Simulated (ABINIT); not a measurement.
# Beyond one shot: CdF2 (Fm-3m), part 3 of 3

Wanted: G0W0 and self-consistent gaps of CdF2 (Fm-3m), with the cost of the cycles.

ABINIT 10.8.3; PBE and many-body steps on it, plane waves. Known limits of the many-body steps: not at the basis limit; d shell near the gap, gap tends to lie low; no spin-orbit coupling; coarse k mesh.

So far. Step 11 (evGW, cycle 1): Against G0W0 in ABINIT (4×4×4 mesh, 119 bands, screening to 163.3 eV, Godby-Needs plasmon pole), the gap moves by +1.138 eV. Step 14 (evGW, cycle 2): Against the cycle before, the gap moves by +0.120 eV.

## Step 15: Screening, 4×4×4 mesh, 119 bands, screening to 163.3 eV

This step: RPA screening on PBE, plane waves, norm-conserving pseudopotentials.

Contents of run.abi:

```
acell 3*1.0 Angstrom
rprim 
  0.000000000000 2.694000000000 2.694000000000
  2.694000000000 -0.000000000000 2.694000000000
  2.694000000000 2.694000000000 -0.000000000000
ntypat 2
znucl 48 9
natom 3
typat 1 2 2
xred 
  0.000000000000 0.000000000000 0.000000000000
  0.250000000000 0.250000000000 0.250000000000
  0.750000000000 0.750000000000 0.750000000000
pp_dirpath "pseudos"
pseudos "Cd.upf, F.upf"
ecut 47
ngkpt 4 4 4
nshiftk 1
shiftk 0 0 0
kptopt 1
chksymbreak 0
istwfk *1
occopt 1
irdwfk 1
optdriver 3
nband 119
ecuteps 6
inclvkb 2
awtr 1
symchi 1
gwcalctyp 10
mbpt_sciss 4.264 eV
nqptdm 1
qptdm 
  0 0 0
indata_prefix "in"
outdata_prefix "out"
tmpdata_prefix "tmp"
```

Started as:

```bash
$ OMP_NUM_THREADS=1 mpirun -n 4 abinit run.abi > log
```

The log of the run:

```text
.Version 10.8.3 of ABINIT. v10.8.2 released Aug 2026.

 Symmetries : space group Fm -3 m (#225); Bravais cF (face-center cubic)
[... echo of the input left out ...]
== DATASET  1 ==================================================================
-   mpi_nproc: 4, omp_nthreads: 1 (-1 if OMP is not activated)

--- !DatasetInfo
iteration_state: {dtset: 1, }
dimensions: {natom: 3, nkpt: 8, mband: 119, nsppol: 1, nspinor: 1, nspden: 1, mpw: 4092, }
cutoff_energies: {ecut:  47.0, pawecutdg:  -1.0, }
[...]
[... chi0 elements left out ...]
 For q-point:  0.000010 0.000020 0.000030
  dielectric constant =   2.2901
  dielectric constant without local fields =   2.4109

  Average fulfillment of the sum rule on Im[epsilon] for q-point    1 :     69.85  [%]
[... wings left out ...]
== END DATASET(S) ==============================================================
================================================================================

 -outvars: echo values of variables after computation  --------
           etotal      0.0000000000E+00
            nband         119
             nkpt           8
          spgroup         225
 [... the other variables as echoed above ...]

 Calculation completed.
```

Wall time 9.8 s (4 MPI ranks of Arm Neoverse V1, shared host); peak memory 1 GiB.

This step gave:

```yaml
eps_infinity_with_local_fields_on_this_mesh_along_the_program_s_q_direction: 2.290
the_same_without_local_fields: 2.411
plasma_frequency: 34.62 eV
plane_waves_in_the_screening_matrix: 169
```

This screening uses the functional's bands under a rigid shift, the mean opening of the cycle before.

## Step 16: Screening, 4×4×4 mesh, 119 bands, screening to 163.3 eV

This step: RPA screening on PBE from quasiparticle energies, plane waves, norm-conserving pseudopotentials.

run.abi, as its differences from that of step 15:

```diff
@@ -30,7 +30,13 @@
 symchi 1
+irdqps 1
 gwcalctyp 10
-mbpt_sciss 4.264 eV
-nqptdm 1
+nqptdm 7
 qptdm 
-  0 0 0
+  0.2500000000 0.0000000000 0.0000000000
+  0.5000000000 0.0000000000 0.0000000000
+  0.2500000000 0.2500000000 0.0000000000
+  0.5000000000 0.2500000000 0.0000000000
+  -0.2500000000 0.2500000000 0.0000000000
+  0.5000000000 0.5000000000 0.0000000000
+  -0.2500000000 0.5000000000 0.2500000000
 indata_prefix "in"
```

Contents of mrgscr.stdin:

```
2
merged
q0_SCR
out_SCR
1
```

Started as:

```bash
$ OMP_NUM_THREADS=1 mpirun -n 4 abinit run.abi > log; mrgscr < mrgscr.stdin
```

The log of the run:

```text
.Version 10.8.3 of ABINIT. v10.8.2 released Aug 2026.

 Symmetries : space group Fm -3 m (#225); Bravais cF (face-center cubic)
[... echo of the input left out ...]
== DATASET  1 ==================================================================
-   mpi_nproc: 4, omp_nthreads: 1 (-1 if OMP is not activated)

--- !DatasetInfo
iteration_state: {dtset: 1, }
dimensions: {natom: 3, nkpt: 8, mband: 119, nsppol: 1, nspinor: 1, nspden: 1, mpw: 4092, }
cutoff_energies: {ecut:  47.0, pawecutdg:  -1.0, }
[...]
q-point number  1        q = ( 0.250000, 0.000000, 0.000000) [r.l.u.]
--------------------------------------------------------------------------------
[... chi0 elements left out ...]
  Average fulfillment of the sum rule on Im[epsilon] for q-point    2 :     84.62  [%]

--------------------------------------------------------------------------------
  q-point number  2        q = ( 0.500000, 0.000000, 0.000000) [r.l.u.]
--------------------------------------------------------------------------------
[... chi0 elements left out ...]
  Average fulfillment of the sum rule on Im[epsilon] for q-point    3 :     77.69  [%]

 [... 5 further q-points ...]
```

Elapsed: 37 s, on 4 MPI ranks; peak memory 0.97 GiB.

This step gave:

| Property | Result |
| --- | --- |
| plasma frequency | 34.62 eV |
| plane waves in the screening matrix | 169 |

This screening reads the quasiparticle levels of the cycle before.

## Step 17: evGW, cycle 3

This step: evGW on PBE, plane waves, norm-conserving pseudopotentials.

run.abi, as its differences from that of step 16:

```diff
@@ -24,12 +24,10 @@
 irdwfk 1
-optdriver 3
+optdriver 4
 nband 119
-ecuteps 6
-inclvkb 2
-awtr 1
-symchi 1
-irdqps 1
 gwcalctyp 10
-nqptdm 7
-qptdm 
+ecutsigx 47
+symsigma 1
+nkptgw 8
+kptgw 
+  0.0000000000 0.0000000000 0.0000000000
   0.2500000000 0.0000000000 0.0000000000
@@ -41,2 +39,15 @@
   -0.2500000000 0.5000000000 0.2500000000
+bdgw 
+  7 27
+  7 27
+  7 27
+  7 27
+  7 27
+  7 27
+  7 27
+  7 27
+ecuteps 6
+irdscr 1
+ppmodel 1
+irdqps 1
 indata_prefix "in"
```

Started as:

```bash
$ OMP_NUM_THREADS=1 mpirun -n 4 abinit run.abi > log
```

The log of the run:

```text
.Version 10.8.3 of ABINIT. v10.8.2 released Aug 2026.

 Symmetries : space group Fm -3 m (#225); Bravais cF (face-center cubic)
[... echo of the input left out ...]
== DATASET  1 ==================================================================
-   mpi_nproc: 4, omp_nthreads: 1 (-1 if OMP is not activated)

--- !DatasetInfo
iteration_state: {dtset: 1, }
dimensions: {natom: 3, nkpt: 8, mband: 119, nsppol: 1, nspinor: 1, nspden: 1, mpw: 4092, }
cutoff_energies: {ecut:  47.0, pawecutdg:  -1.0, }
[...]
.  kptgw no:  3; Maximum DeltaE = (   0.006   0.000) for band index: 19
[...]
.  kptgw no:  7; Maximum DeltaE = (   0.007  -0.000) for band index: 21
.  kptgw no:  8; Maximum DeltaE = (   0.006  -0.000) for band index: 18

== END DATASET(S) ==============================================================
================================================================================

 -outvars: echo values of variables after computation  --------
           etotal      0.0000000000E+00
            nband         119
             nkpt           8
          spgroup         225
 [... the other variables as echoed above ...]

 Calculation completed.
```

The job ended after 3.1 min (4 MPI ranks; peak memory 1.7 GiB; 12 min of CPU time).

This step gave:

```yaml
quasiparticle_gap_on_the_mesh: 6.587 eV
gap_of_the_density_functional_on_the_mesh: 3.124 eV
k_of_the_valence_top: -0.25, 0.5, 0.25
k_of_the_conduction_bottom: 0, 0, 0
least_direct_quasiparticle_gap_on_the_computed_points: 7.344 eV
```

Against the cycle before, the gap moves by +0.018 eV.

## Step 18: Screening, 4×4×4 mesh, 119 bands, screening to 163.3 eV

This step: RPA screening on PBE, plane waves, norm-conserving pseudopotentials.

Contents of run.abi:

```
acell 3*1.0 Angstrom
rprim 
  0.000000000000 2.694000000000 2.694000000000
  2.694000000000 -0.000000000000 2.694000000000
  2.694000000000 2.694000000000 -0.000000000000
ntypat 2
znucl 48 9
natom 3
typat 1 2 2
xred 
  0.000000000000 0.000000000000 0.000000000000
  0.250000000000 0.250000000000 0.250000000000
  0.750000000000 0.750000000000 0.750000000000
pp_dirpath "pseudos"
pseudos "Cd.upf, F.upf"
ecut 47
ngkpt 4 4 4
nshiftk 1
shiftk 0 0 0
kptopt 1
chksymbreak 0
istwfk *1
occopt 1
irdwfk 1
optdriver 3
nband 119
ecuteps 6
inclvkb 2
awtr 1
symchi 1
gwcalctyp 10
mbpt_sciss 4.281 eV
nqptdm 1
qptdm 
  0 0 0
indata_prefix "in"
outdata_prefix "out"
tmpdata_prefix "tmp"
```

The log of the run:

```text
.Version 10.8.3 of ABINIT. v10.8.2 released Aug 2026.

 Symmetries : space group Fm -3 m (#225); Bravais cF (face-center cubic)
[... echo of the input left out ...]
== DATASET  1 ==================================================================
-   mpi_nproc: 4, omp_nthreads: 1 (-1 if OMP is not activated)

--- !DatasetInfo
iteration_state: {dtset: 1, }
dimensions: {natom: 3, nkpt: 8, mband: 119, nsppol: 1, nspinor: 1, nspden: 1, mpw: 4092, }
cutoff_energies: {ecut:  47.0, pawecutdg:  -1.0, }
[...]
[... chi0 elements left out ...]
 For q-point:  0.000010 0.000020 0.000030
  dielectric constant =   2.2888
  dielectric constant without local fields =   2.4096

  Average fulfillment of the sum rule on Im[epsilon] for q-point    1 :     69.87  [%]
[... wings left out ...]
== END DATASET(S) ==============================================================
================================================================================

 -outvars: echo values of variables after computation  --------
           etotal      0.0000000000E+00
            nband         119
             nkpt           8
          spgroup         225
 [... the other variables as echoed above ...]

 Calculation completed.
```

The job ended after 11 s (4 MPI ranks; peak memory 0.95 GiB; 42 s of CPU time).

Numbers from this step:

```yaml
eps_infinity_with_local_fields_on_this_mesh_along_the_program_s_q_direction: 2.289
the_same_without_local_fields: 2.410
plasma_frequency: 34.62 eV
plane_waves_in_the_screening_matrix: 169
```

This screening uses the functional's bands under a rigid shift, the mean opening of the cycle before.

## Step 19: Screening, 4×4×4 mesh, 119 bands, screening to 163.3 eV

This step: RPA screening on PBE from quasiparticle energies, plane waves, norm-conserving pseudopotentials.

run.abi, as its differences from that of step 18:

```diff
@@ -30,7 +30,13 @@
 symchi 1
+irdqps 1
 gwcalctyp 10
-mbpt_sciss 4.281 eV
-nqptdm 1
+nqptdm 7
 qptdm 
-  0 0 0
+  0.2500000000 0.0000000000 0.0000000000
+  0.5000000000 0.0000000000 0.0000000000
+  0.2500000000 0.2500000000 0.0000000000
+  0.5000000000 0.2500000000 0.0000000000
+  -0.2500000000 0.2500000000 0.0000000000
+  0.5000000000 0.5000000000 0.0000000000
+  -0.2500000000 0.5000000000 0.2500000000
 indata_prefix "in"
```

mrgscr.stdin is that of step 16.

Started as:

```bash
$ OMP_NUM_THREADS=1 mpirun -n 4 abinit run.abi > log; mrgscr < mrgscr.stdin
```

The log of the run:

```text
.Version 10.8.3 of ABINIT. v10.8.2 released Aug 2026.

 Symmetries : space group Fm -3 m (#225); Bravais cF (face-center cubic)
[... echo of the input left out ...]
== DATASET  1 ==================================================================
-   mpi_nproc: 4, omp_nthreads: 1 (-1 if OMP is not activated)

--- !DatasetInfo
iteration_state: {dtset: 1, }
dimensions: {natom: 3, nkpt: 8, mband: 119, nsppol: 1, nspinor: 1, nspden: 1, mpw: 4092, }
cutoff_energies: {ecut:  47.0, pawecutdg:  -1.0, }
[...]
q-point number  1        q = ( 0.250000, 0.000000, 0.000000) [r.l.u.]
--------------------------------------------------------------------------------
[... chi0 elements left out ...]
  Average fulfillment of the sum rule on Im[epsilon] for q-point    2 :     84.65  [%]

--------------------------------------------------------------------------------
  q-point number  2        q = ( 0.500000, 0.000000, 0.000000) [r.l.u.]
--------------------------------------------------------------------------------
[... chi0 elements left out ...]
  Average fulfillment of the sum rule on Im[epsilon] for q-point    3 :     77.72  [%]

 [... 5 further q-points ...]
```

It took 36 s on 4 MPI ranks; peak memory 0.97 GiB; 2.4 min of CPU time.

This step gave:

```
plasma frequency                    : 34.62 eV
plane waves in the screening matrix : 169
```

This screening reads the quasiparticle levels of the cycle before.

## Step 20: evGW, cycle 4

This step: evGW on PBE, plane waves, norm-conserving pseudopotentials.

run.abi, as its differences from that of step 19:

```diff
@@ -24,12 +24,10 @@
 irdwfk 1
-optdriver 3
+optdriver 4
 nband 119
-ecuteps 6
-inclvkb 2
-awtr 1
-symchi 1
-irdqps 1
 gwcalctyp 10
-nqptdm 7
-qptdm 
+ecutsigx 47
+symsigma 1
+nkptgw 8
+kptgw 
+  0.0000000000 0.0000000000 0.0000000000
   0.2500000000 0.0000000000 0.0000000000
@@ -41,2 +39,15 @@
   -0.2500000000 0.5000000000 0.2500000000
+bdgw 
+  7 27
+  7 27
+  7 27
+  7 27
+  7 27
+  7 27
+  7 27
+  7 27
+ecuteps 6
+irdscr 1
+ppmodel 1
+irdqps 1
 indata_prefix "in"
```

Started as:

```bash
$ OMP_NUM_THREADS=1 mpirun -n 4 abinit run.abi > log
```

The log of the run:

```text
.Version 10.8.3 of ABINIT. v10.8.2 released Aug 2026.

 Symmetries : space group Fm -3 m (#225); Bravais cF (face-center cubic)
[... echo of the input left out ...]
== DATASET  1 ==================================================================
-   mpi_nproc: 4, omp_nthreads: 1 (-1 if OMP is not activated)

--- !DatasetInfo
iteration_state: {dtset: 1, }
dimensions: {natom: 3, nkpt: 8, mband: 119, nsppol: 1, nspinor: 1, nspden: 1, mpw: 4092, }
cutoff_energies: {ecut:  47.0, pawecutdg:  -1.0, }
[...]
.  kptgw no:  3; Maximum DeltaE = (   0.006  -0.016) for band index:  6
[...]
.  kptgw no:  7; Maximum DeltaE = (   0.001   0.000) for band index: 21
.  kptgw no:  8; Maximum DeltaE = (  -0.005   0.014) for band index:  2

== END DATASET(S) ==============================================================
================================================================================

 -outvars: echo values of variables after computation  --------
           etotal      0.0000000000E+00
            nband         119
             nkpt           8
          spgroup         225
 [... the other variables as echoed above ...]

 Calculation completed.
```

Elapsed: 3.1 min, on 4 MPI ranks; peak memory 1.7 GiB; 12 min of CPU time.

This step gave:

```yaml
quasiparticle_gap_on_the_mesh: 6.589 eV
gap_of_the_density_functional_on_the_mesh: 3.124 eV
k_of_the_valence_top: -0.25, 0.5, 0.25
k_of_the_conduction_bottom: 0, 0, 0
least_direct_quasiparticle_gap_on_the_computed_points: 7.346 eV
```

Against the cycle before, the gap moves by +0.002 eV.

## Step 21: Side by side

Times are wall times on 4 MPI ranks of Arm Neoverse V1, shared host, good to a factor of about two. A run's time includes the screening step that it read.

| run | mesh | bands | screening cutoff (eV) | DFT gap (eV) | gap on the mesh (eV) | direct (eV) | ε∞ used | time |
| --- | --- | --- | --- | --- | --- | --- | --- | --- |
| G0W0 | 4×4×4 | 119 | 163.3 | 3.124 | 5.311 | 6.071 | 2.76 | 53 s |
| evGW0, cycle 1 | 4×4×4 | 119 | 163.3 | 3.124 | 5.757 | 6.550 | 2.76 | 3.8 min |
| evGW0, cycle 2 | 4×4×4 | 119 | 163.3 | 3.124 | 5.719 | 6.477 | 2.76 | 3.8 min |
| evGW0, cycle 3 | 4×4×4 | 119 | 163.3 | 3.124 | 5.709 | 6.473 | 2.76 | 3.8 min |
| evGW0, cycle 4 | 4×4×4 | 119 | 163.3 | 3.124 | 5.711 | 6.474 | 2.76 | 3.8 min |
| evGW, cycle 1 | 4×4×4 | 119 | 163.3 | 3.124 | 6.449 | 7.206 | 2.36 | 3.8 min |
| evGW, cycle 2 | 4×4×4 | 119 | 163.3 | 3.124 | 6.569 | 7.327 | 2.30 | 3.8 min |
| evGW, cycle 3 | 4×4×4 | 119 | 163.3 | 3.124 | 6.587 | 7.344 | 2.29 | 3.8 min |
| evGW, cycle 4 | 4×4×4 | 119 | 163.3 | 3.124 | 6.589 | 7.346 | 2.29 | 3.8 min |

## Step 22: Summary of results

```
G0W0           : 5.311 eV
evGW0, cycle 1 : 5.757 eV
evGW0, cycle 2 : 5.719 eV
evGW0, cycle 3 : 5.709 eV
evGW0, cycle 4 : 5.711 eV
evGW, cycle 1  : 6.449 eV
evGW, cycle 2  : 6.569 eV
evGW, cycle 3  : 6.587 eV
evGW, cycle 4  : 6.589 eV
known limits   : not at the basis limit; d shell near the gap, gap tends to lie low; no spin-orbit coupling; coarse k mesh
```

What this shows: Only the bands that the input lists are updated; the others, empty or deep, keep the functional's energies or take a rigid shift. The evGW loop starts from the last levels of evGW0, so its cycles and time come on top of those. evGW0 ends at 5.71 eV, +0.40 eV from G0W0, after 4 cycles that took 12 min beside the first screening; the last moved the gap by 0.002 eV. evGW ends at 6.59 eV, +1.28 eV from G0W0, after 4 cycles that took 15 min beside the first screening; the last moved the gap by 0.002 eV. The first cycle of evGW0 takes the full correction, without the factor Z, so it overshoots the one-shot value. Bands and cutoff are finite, so the gap is not at the basis limit. The miss can reach some tenths of an eV and take either sign; the mesh is an error of its own. The 4×4×4 mesh is coarse for this cell, which bears on the long-range parts of exchange and screening. In the updated screening the q = 0 part is built from Kohn-Sham bands under a rigid shift, the other q from the quasiparticle levels. A d shell, filled or nearly so, lies near the gap. One-shot GW converges very slowly in bands there, not always from below, and on a semilocal start the gap tends to come out low; starts rich in exact exchange can overshoot instead. The many-body steps are scalar-relativistic: spin-orbit coupling is not in them.

[Paths, hosts, dates, memory and timing lines, banners, echoed tables and standing remarks are left out of the program output.]

[Logs are printed without paths, hosts, clocks, repeated set-up lines and the standing remarks that a program may print on its own settings, such as how far it seeks lower states.]

[Runs of the session that timed out or met a known fault of the program may be left out.]

[Hosts, paths, dates, database ids (printed as entryN), source tags and the programs' standing remarks are cut or masked in the printed files.]

[G0W0 gaps are taken among the corrected bands and points alone; a level outside them can change the order at an edge.]

[Where Ansatz stands beside ABINIT at settings called matched, ABINIT's density can come from a denser mesh and the files from another edition; pairs whose starting gaps differed by over 0.03 eV were left out, so agreement reads better than it is.]
